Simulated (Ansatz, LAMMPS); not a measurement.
# Structural relaxation of amorphous 72SiO2-28V2O3 (mol %) (114 atoms), part 3 of 3

Wanted: the relaxed structure of amorphous 72SiO2-28V2O3 (mol %) (114 atoms) and its electronic structure.

Ansatz 0.2.0; Kohn-Sham DFT, PBE, PAW (set soft_2), plane waves.

The cell: 23 Si, 18 V and 73 O. The quench rate of 10 K/ps is orders of magnitude faster than experiment. The network of bonds at the start is that of the classical potential that made the cell. Without a Hubbard term or exact exchange, open shells on V are likely too delocalised. Only the Γ point is sampled, in a cell whose shortest periodic width is 11 Å.

So far. Step 4 (Relaxation): The relaxation changed the energy by -42.4 meV/atom, and atoms moved by 0.19 Å r.m.s., 0.40 Å at most.

## (6) Single point at the relaxed geometry

One more single point at the end of the walk gives the fuller output and checks the residual forces.

Contents of input.yaml:

```yaml
crystal:
  lattice:
    - [11.34223, 0.0, 0.0]
    - [0.0, 11.34223, 0.0]
    - [0.0, 0.0, 11.34223]
  atoms:
    - { symbol: Si, position: [0.11114, 0.68234, 0.45773] }
    - { symbol: Si, position: [0.78305, 0.11014, 0.37263] }
    - { symbol: Si, position: [0.69696, 0.72098, 0.27008] }
    - { symbol: Si, position: [0.28367, 0.69305, 0.66962] }
    - { symbol: Si, position: [0.11315, 0.62302, 0.87155] }
    - { symbol: Si, position: [0.72576, 0.93908, 0.99369] }
    - { symbol: Si, position: [0.3118, 0.68747, 0.28256] }
    - { symbol: Si, position: [0.9128, 0.22616, 0.58254] }
    - { symbol: Si, position: [0.50295, 0.35811, 0.10737] }
    - { symbol: Si, position: [0.40801, 0.22531, 0.52603] }
    - { symbol: Si, position: [0.84327, 0.67379, 0.6633] }
    - { symbol: Si, position: [0.08245, 0.99845, 0.85679] }
    - { symbol: Si, position: [0.98196, 0.38402, 0.25911] }
    - { symbol: Si, position: [0.60258, 0.70291, 0.94137] }
    - { symbol: Si, position: [0.07083, 0.85869, 0.0935] }
    - { symbol: Si, position: [0.60317, 0.43831, 0.86798] }
    - { symbol: Si, position: [0.44582, 0.48247, 0.6358] }
    - { symbol: Si, position: [0.34983, 0.9922, 0.88787] }
    - { symbol: Si, position: [0.93313, 0.48679, 0.50649] }
    - { symbol: Si, position: [0.04091, 0.23841, 0.96899] }
    - { symbol: Si, position: [0.54484, 0.06972, 0.7126] }
    - { symbol: Si, position: [0.16121, 0.10091, 0.51789] }
    - { symbol: Si, position: [0.53246, 0.65151, 0.44458] }
    - { symbol: V, position: [0.54566, 0.1293, 0.2899], spin: -2.0 }
    - { symbol: V, position: [0.71381, 0.88415, 0.50408], spin: -2.0 }
    - { symbol: V, position: [0.55784, 0.80649, 0.66515], spin: 2.0 }
    - { symbol: V, position: [0.81865, 0.97517, 0.70765], spin: -2.0 }
    - { symbol: V, position: [0.56079, 0.15198, 0.97702], spin: -2.0 }
    - { symbol: V, position: [0.01563, 0.88193, 0.59234], spin: -2.0 }
    - { symbol: V, position: [0.87558, 0.68604, 0.03052], spin: 2.0 }
    - { symbol: V, position: [0.77324, 0.21061, 0.8529], spin: 2.0 }
    - { symbol: V, position: [0.07479, 0.1182, 0.23808], spin: -2.0 }
    - { symbol: V, position: [0.82804, 0.14299, 0.13544], spin: 2.0 }
    - { symbol: V, position: [0.47737, 0.87944, 0.13402], spin: 2.0 }
    - { symbol: V, position: [0.30124, 0.22233, 0.06217], spin: 2.0 }
    - { symbol: V, position: [0.93375, 0.87304, 0.30145], spin: 2.0 }
    - { symbol: V, position: [0.27337, 0.98719, 0.26109], spin: 2.0 }
    - { symbol: V, position: [0.318, 0.71555, 0.01618], spin: -2.0 }
    - { symbol: V, position: [0.76238, 0.47165, 0.13054], spin: -2.0 }
    - { symbol: V, position: [0.89486, 0.46607, 0.84831], spin: -2.0 }
    - { symbol: V, position: [0.21504, 0.47643, 0.10314], spin: 2.0 }
    - { symbol: O, position: [0.4458, 0.9886, 0.77885] }
    - { symbol: O, position: [0.2207, 0.96704, 0.83046] }
    - { symbol: O, position: [0.17766, 0.07231, 0.37677] }
    - { symbol: O, position: [0.14902, 0.97063, 0.5767] }
    - { symbol: O, position: [0.97134, 0.73897, 0.65992] }
    - { symbol: O, position: [0.22796, 0.11665, 0.15678] }
    - { symbol: O, position: [0.86023, 0.52163, 0.00473] }
    - { symbol: O, position: [0.15804, 0.31361, 0.01182] }
    - { symbol: O, position: [0.20098, 0.70445, 0.78893] }
    - { symbol: O, position: [0.72904, 0.37788, 0.83368] }
    - { symbol: O, position: [0.36662, 0.89497, 0.99337] }
    - { symbol: O, position: [0.04339, 0.17542, 0.55248] }
    - { symbol: O, position: [0.91378, 0.44824, 0.37029] }
    - { symbol: O, position: [0.18012, 0.66544, 0.33387] }
    - { symbol: O, position: [0.57176, 0.74252, 0.81143] }
    - { symbol: O, position: [0.18535, 0.78053, 0.07883] }
    - { symbol: O, position: [0.3579, 0.38186, 0.11129] }
    - { symbol: O, position: [0.56551, 0.78456, 0.4939] }
    - { symbol: O, position: [0.99293, 0.95802, 0.75194] }
    - { symbol: O, position: [0.03911, 0.94194, 0.98206] }
    - { symbol: O, position: [0.44558, 0.01221, 0.23065] }
    - { symbol: O, position: [0.82137, 0.60157, 0.78458] }
    - { symbol: O, position: [0.60201, 0.43386, 0.1706] }
    - { symbol: O, position: [0.60437, 0.81444, 0.21604] }
    - { symbol: O, position: [0.05233, 0.26642, 0.3013] }
    - { symbol: O, position: [0.53643, 0.56156, 0.5566] }
    - { symbol: O, position: [0.9308, 0.30425, 0.9038] }
    - { symbol: O, position: [0.82476, 0.20577, 0.4694] }
    - { symbol: O, position: [0.39486, 0.77923, 0.66702] }
    - { symbol: O, position: [0.80527, 0.98047, 0.10604] }
    - { symbol: O, position: [0.05974, 0.55642, 0.5044] }
    - { symbol: O, position: [0.07866, 0.4696, 0.1936] }
    - { symbol: O, position: [0.01404, 0.70213, 0.93871] }
    - { symbol: O, position: [0.87651, 0.95226, 0.54472] }
    - { symbol: O, position: [0.27592, 0.17756, 0.55624] }
    - { symbol: O, position: [0.09108, 0.93978, 0.21556] }
    - { symbol: O, position: [0.44953, 0.21573, 0.38903] }
    [... 30 atom lines left out ...]
    - { symbol: O, position: [0.67341, 0.02522, 0.41066] }
    - { symbol: O, position: [0.08487, 0.14099, 0.8731] }
    - { symbol: O, position: [0.49775, 0.14548, 0.60365] }
    - { symbol: O, position: [0.62718, 0.55952, 0.94339] }
    - { symbol: O, position: [0.496, 0.21484, 0.1372] }
    - { symbol: O, position: [0.63837, 0.97041, 0.65852] }
magnetization:
  spin_polarized: true
kpoints:
  mp_grid: { grid: [1, 1, 1] }
hamiltonian:
  xc: pbe
scf:
  occupations: { method: gaussian, width: 0.025 }
  lower_state_search: "off"
output:
  forces: true
  stress: true
  populations: true
  dos:
    method: { smearing: { sigma: 0.1 } }
    de: 0.1
    projected: { site_lists: { O: [O], Si: [Si], V: [V] } }
  eigenvalues: true
  write_density: true
  write_potential: true
  volumetric_format: npy
```

Started as:

```
ansatz run input.yaml --threads 4 --pin off --max-ram 8192MiB --backend cpu --events-out ev --progress --plain --runs-dir out
```

Output:

```text
[...]
Crystal: 114 atoms, lattice volume = 1459.135 Å³
Basis set: ecut = 420 eV, 28425 PW (Γ), exchange–correlation on 160×160×160 points (8 copies of the dense FFT grid, shifted against one another)
Bands: 514, of which v1, the nominal top of the filled ones, is band 382 counted from 1 (381 counted from 0)
Symmetry: 1 space group operations
[...]
k-points: 1
[...]
Starting moments: Σ|m| = 36 μB on 18 of 114 sites
[...]
SCF iter   1: F=—  HF=-108654.110204 eV  |F-HF|=—  |Δ(HF+E_count)|=         —  Δρ=1.11e-1 (↑1.11e-1 ↓1.05e-1)  dr2=1.78e3  dr2_m=5.15e0  M=2.800 μB ∫|m|=39.271 μB  β_m=0.30  ethr=3.10e-3  ⟨swp⟩=6.0  Hψ=3913  notcnv=0  defer=166
[...]
SCF iter  49: F=-108564.155170 eV  HF=-108564.155170 eV  |F-HF|=3.37e-8  |Δ(HF+E_count)|=   1.08e-8  Δρ=1.98e-6 (↑9.63e-7 ↓1.98e-6)  dr2=6.24e-8  dr2_m=1.76e-8  M=0.000 μB ∫|m|=35.243 μB  ethr=1.31e-11  ⟨swp⟩=17.0  Hψ=8558  notcnv=0
SCF 1 converged in 49 iterations: F = -108564.155170 eV  dr2 = 6.24e-8
[...]
WARN: The input density's exchange-correlation potential varies sharply where the density is thin. Do not read a vacuum level from v_tot or v_xc, or from such a field of the output density. On a cell that repeats whose density bears no net charge and no dipole along the vacuum's axis use v_es (v_loc + v_h of the components); [...]
SCF converged after 49 iterations
Magnetization: 0.0000 μB (382.0000 up, 382.0000 down)
Absolute magnetization: 35.2875 μB (∫|ρ↑−ρ↓|, with the PAW one-centre terms)
[...]
Per-site moments (μB) at R_I (Å): [(2.645144e-6, 0.667772), (-0.00169866, 0.665774), (0.000778116, 0.665425), (0.000279293, 0.658297), (-0.0011359, 0.669114), [...]
Free energy (F): -108564.155170 eV
[...]
Internal energy: -108564.142240 eV  (E = F + TS)
E sigma→0 (E₀):  -108564.148705 eV
Entropy (-TS):   -0.012930 eV (-0.113 meV/atom)
Fermi energy:    7.113677 eV
[...]
--- Forces (eV/Å), atoms counted from 1 ---
  atom   1  Si     0.00218001    -0.01534393    -0.01039206
  atom   2  Si    -0.00181610     0.01369266    -0.01442587
  atom   3  Si    -0.01862122     0.00043807     0.01609159
  atom   4  Si     0.01491528    -0.00189667     0.01018776
  atom   5  Si    -0.00026365    -0.00141393     0.00987898
  atom   6  Si    -0.01383211    -0.00800243     0.00365197
  atom   7  Si     0.00215336    -0.00469025    -0.00015715
  atom   8  Si     0.00176723     0.00406083    -0.00395609
  atom   9  Si     0.00230713    -0.01073048     0.01602862
  atom  10  Si    -0.00596979     0.00092604    -0.00293767
  atom  11  Si    -0.01374715     0.00000882    -0.00770152
  atom  12  Si    -0.00600926    -0.00189875    -0.00907166
  atom  13  Si    -0.00530925     0.00295060    -0.00750572
  atom  14  Si    -0.00989962     0.00439142     0.00328919
[...]
atom 113  O     -0.00414538     0.02135659    -0.01269125
  atom 114  O      0.00570016     0.00592126     0.00236186
  max |Σ_I F_I| component: 1.49e-4 eV/Å
--- Stress (GPa, compression-positive) ---
       -0.827231      -0.920412       0.781281
       -0.920417      -0.164609       0.382095
        0.781291       0.382099       1.576739
  P = ⅓ Tr σ = 0.1950 GPa (1.950 kbar)
--- Band table (eV) ---
[...]
--- Löwdin populations: 114 sites ---
  site symbol       q [e]    m [muB]
     0     Si      2.2613     0.0005
     1     Si      2.3551    -0.0042
     2     Si      2.3231     0.0083
[...]
113      O      6.7758     0.0086
  spilling = 0.008570 (of n_electrons = 764.000000)
```

Elapsed: 3.5 min, on 4 threads of Arm Neoverse V1, shared host; peak memory 3.8 GiB.

The program notes that the exchange-correlation potential is rough where the density is thin.

The run gave:

| Property | Result |
| --- | --- |
| free energy | -108564.1552 eV |
| free energy per atom | -952.3172 eV/atom |
| SCF cycles | 49 |
| pressure | 0.195 GPa |
| r.m.s. force component | 0.00717 eV/Å |
| longest force | 0.02671 eV/Å |
| Fermi energy | 7.114 eV |
| levels partly filled by over 2 per cent | 3 |
| absolute moment | 35.29 μB |
| spilling of the projection | 0.00857 |

Löwdin charges by element and coordination (they lack the spilled electrons, 0.057 e an atom on average):

```csv
element,coordination,atoms,mean charge (e),spread,least,most
O,all,73,-0.770,0.0308,-0.814,-0.654
O,2,36,-0.773,0.0184,-0.797,-0.715
O,3,32,-0.762,0.04,-0.814,-0.654
O,4,5,-0.794,0.0103,-0.805,-0.776
Si,all,23,1.71,0.0444,1.64,1.80
V,all,18,1.30,0.0465,1.22,1.36
V,4,1,1.31,0,1.31,1.31
V,5,10,1.33,0.0352,1.24,1.36
V,6,7,1.25,0.0271,1.22,1.28
```

Magnetic moments by element and coordination:

```csv
element,coordination,atoms,mean moment (μB),spread,least,most
O,all,73,-0.0012,0.0118,-0.0436,0.0384
O,2,36,0.001,0.0053,-0.0104,0.0147
O,3,32,-0.0039,0.0164,-0.0436,0.0384
O,4,5,-2.0e-4,0.0051,-0.0083,0.0076
Si,all,23,-2.0e-4,0.0015,-0.0034,0.0038
V,all,18,6.0e-4,1.36,-1.61,1.56
V,4,1,-1.37,0,-1.37,-1.37
V,5,10,0.342,1.27,-1.32,1.56
V,6,7,-0.291,1.39,-1.61,1.46
```

Density of states as counts of states in windows of 1 eV (from the Fermi level), total and the larger projections:

```csv
from (eV),to (eV),total up,total down,O p,V d
-14,-12,0.0,0.0,0.0,0.0
-12,-11,3.5,3.5,4.6,0.0
-11,-10,6.4,6.4,8.6,0.2
-10,-9,8.2,8.3,11.4,0.4
-9,-8,13.1,13.1,19.4,1.0
-8,-7,26.2,26.4,39.7,3.7
-7,-6,30.7,30.4,48.1,5.7
-6,-5,45.9,46.3,78.3,7.9
-5,-4,42.4,42.2,75.6,5.0
-4,-3,37.4,37.2,69.1,3.2
-3,-2,5.3,5.3,9.9,0.4
-2,-1,0.5,0.9,0.2,1.2
-1,0,17.6,16.5,4.1,28.9
0,1,13.5,12.8,3.6,21.3
1,2,25.0,29.6,5.8,44.9
2,3,26.6,25.0,6.9,38.7
3,4,8.1,6.7,2.6,9.6
4,5,6.1,6.1,1.6,0.7
```

Between -26 and -14 eV lie 146 more states.

The levels nearest the highest filled one (over half full), pooled over k-points and spins:

```csv
level less the highest filled one (eV),occupation
-0.182,1
-0.181,1
-0.164,1
-0.161,1
-0.0185,0.96
0,0.761
0.0229,0.279
0.0876,0
0.123,0
0.217,0
0.235,0
0.329,0
```

Spin density in the ac plane at fractional y = 0.222, with atoms of Si and V and O within 0.2 Å of it.

Values in e/Å³, 13 rows by 16 columns, each cell a mean:
```
 0.0  0.0  0.0  0.0  0.1  0.0  0.0  0.0 -0.1 -0.1  0.0  0.0  0.0  0.0  0.0  0.0
 0.0  0.0  0.0  0.0  0.0  0.0  0.0  0.0  0.0  0.0  0.0  0.4  1.2  0.3  0.0  0.0
 0.0  0.0  0.0  0.0  0.0  0.0  0.0  0.0  0.0  0.0  0.0  0.2  0.5  0.2  0.0  0.0
 0.0  0.0  0.0  0.0  0.0  0.0  0.0  0.0  0.0  0.0  0.0  0.0  0.0  0.0  0.0  0.0
 0.0  0.0  0.0  0.0  0.0  0.0  0.0  0.0  0.0  0.0  0.0  0.0  0.0  0.0  0.0  0.0
 0.0  0.0  0.0  0.0  0.0  0.0  0.0  0.0  0.0  0.0  0.0  0.0  0.0  0.0  0.0  0.0
 0.0  0.0  0.0  0.0  0.0  0.0  0.0  0.0  0.0  0.0  0.0  0.0  0.0  0.0  0.0  0.0
 0.0  0.0  0.0  0.0  0.0  0.0  0.0  0.0  0.0  0.0  0.0  0.0  0.0  0.0  0.0  0.0
 0.0  0.0  0.0  0.0  0.0  0.0  0.0  0.0  0.0  0.0  0.0  0.0  0.0  0.0  0.0  0.0
 0.0  0.0  0.0  0.0  0.0  0.0  0.0  0.0 -0.1 -0.1  0.0  0.0  0.0  0.0  0.0  0.0
 0.0  0.0  0.0  0.0  0.0  0.0  0.0  0.0  0.0  0.0  0.0  0.0  0.0  0.0  0.0  0.0
 0.0  0.0  0.0  0.1  0.6  0.7  0.0  0.0  0.0  0.0  0.0  0.0  0.1  0.1  0.0  0.0
 0.0  0.0  0.0  0.1  0.9  0.7  0.1  0.0 -0.1 -0.1  0.0  0.0  0.0  0.0  0.0  0.0
```
Columns run along a (11.3 Å), rows up along c (11.3 Å). Atoms in or near the plane, at fractional coordinates: Si at (0.91, 0.58), Si at (0.41, 0.53), Si at (0.04, 0.97), V at (0.77, 0.85), V at (0.30, 0.06), O at (0.82, 0.47), O at (0.45, 0.39), O at (0.50, 0.14).

Valence density in the ac plane at fractional y = 0.222, with atoms of Si and V and O within 0.2 Å of it. It is the smooth field of the valence electrons, not physical close to the nuclei.

Ten steps, logarithmic in the rise over the least value, from '_' (0 e/Å³) to '@' (13 e/Å³), each cell a mean:
```
::....::::::....::::::::::......::====--::--++**++--::......::::
::::----::..________..............::--::..::::--====--..::::----
::------::..__________....______....::::::..--**%%%%**--::::--::
..::::::..________________________..------::--##@@@@##--::......
__......__________________________::--====--::++####++::....____
__________________________________..::--::::....::::----::..____
____________________________________......______..::======::..__
______________________________......____________..::==++==--::..
::::....______..::::........::::::::..____________..------::::::
==++==::..__..--++++==::::::------::..____________..::::::..::--
++**++--....::==****++--::..::--::..____________..::----::..::==
==++==--......--==++==--....::::....__________..--++****==--::--
..::::..____....::::::::::--==--::..__________..==##%%##++--....
____________________..::--**##**==::__________..--++****==::____
........______________..==##%%##++::..________....::--::..______
--====--..____________..--++****==::..____..::::::......______..
==****==::..____________..::::::::::....::--==++--::..______..::
==++++==::..________________....::::::..::==****==::..______..::
::::--::..________________..::----::......--==++--::......____..
........____..............::==****++::..__..::::::::::::........
--::..____....::--====--::--**%%%%**--..______....::----::::::--
++--::........--##%%%%**--::==****++--..__..::::::::::::::::==++
++==::::::::::==##@@@@##--::::------::....::==**++--::....::--==
----::::::::::--++####++::......::------::==**####==::..__..::--
```
Columns run along a (11.3 Å), rows up along c (11.3 Å). Atoms in or near the plane, at fractional coordinates: Si at (0.91, 0.58), Si at (0.41, 0.53), Si at (0.04, 0.97), V at (0.77, 0.85), V at (0.30, 0.06), O at (0.82, 0.47), O at (0.45, 0.39), O at (0.50, 0.14).

Mean Löwdin charges: O -0.77, Si +1.71, V +1.30 e (they miss 0.86 % of the electrons, so they add up to more than the cell's charge). The cell holds a total moment of 2.2e-5 μB, from site moments of up to 1.6 μB that point both ways; no search proves this magnetic order the lowest. Within 0.4 eV of the Fermi level the largest share is V d (84 % of the projected weight).

The surroundings of O97, picked at random, nearest first, numbered as they follow in the input and with coordinates relative to it.

```csv
atom,x,y,z,distance (Å),bonds,Löwdin charge (e),moment (μB)
O97,0.00,0.00,0.00,0.00,2,-0.79,0.00
Si23,1.47,0.10,0.68,1.62,4,1.75,0.00
Si7,-1.04,0.51,-1.16,1.63,4,1.72,0.00
O55,-2.53,0.26,-0.57,2.61,2,-0.78,0.00
O67,1.51,-0.92,1.95,2.63,2,-0.79,0.00
O80,-0.69,2.09,-1.49,2.66,3,-0.79,-0.02
O100,2.63,-0.27,-0.38,2.67,2,-0.77,0.00
O108,-0.92,-0.37,-2.53,2.72,3,-0.77,0.00
O59,1.84,1.61,1.24,2.74,3,-0.77,-0.01
```

## (7) Outcome

```yaml
energy_change_in_the_relaxation: -42.43 meV/atom
r_m_s_displacement: 0.189 Å
largest_displacement: 0.403 Å
free_energy_per_atom: -952.3172 eV/atom
pressure: 0.195 GPa
r_m_s_force_component: 0.00717 eV/Å
wall_time_of_the_3_dft_runs: 26 min
```

In words: Relaxation lowers the energy by 42.4 meV/atom and moves atoms by 0.19 Å r.m.s.; the r.m.s. force component goes from 0.83 to 0.0072 eV/Å. By the final cutoffs 3 of 188 bonded pairs parted and 3 joined. First to last step the energy falls by 4.837 eV; the largest move, 0.40 Å, is that of O67. The O-Si bonds go from 1.619 Å (spread 0.037) to 1.640 Å (spread 0.027). With the cutoffs above, 49 % of O atoms have 2, all Si atoms have 4 and 56 % of V atoms have 5 bonded neighbours. 33 % of the oxygens bridge two formers and 60 % are non-bridging; 7 % join none. 3 levels are partly filled, by over 2 % (at Γ alone): no clear gap opens at this level. The cell holds a total moment of 2.2e-5 μB, from site moments of up to 1.6 μB that point both ways; no search proves this magnetic order the lowest.

Caveats: In the spin-polarised runs the search for a state of lower energy was switched off. The network of bonds at the start is that of the classical potential that made the cell; in DFT 3 of its 188 bonded pairs passed out of the cutoffs and 3 came within them. The run was spin polarised, started with 9 moments up and 9 down in a pattern of our own, ending at 0.0 μB in the cell; that starting order needn't be the real material's, and it bears on forces, charges and levels.

[Long decimals in the printed logs are rounded to 6 places.]

[Logs are printed without paths, hosts, clocks, repeated set-up lines and the standing remarks that a program may print on its own settings, such as how far it seeks lower states.]

[Hosts, paths, dates, database ids (printed as entryN), source tags and the programs' standing remarks are cut or masked in the printed files.]

[A walk said to have stopped at its limit may instead have ended on an SCF cycle that didn't converge.]
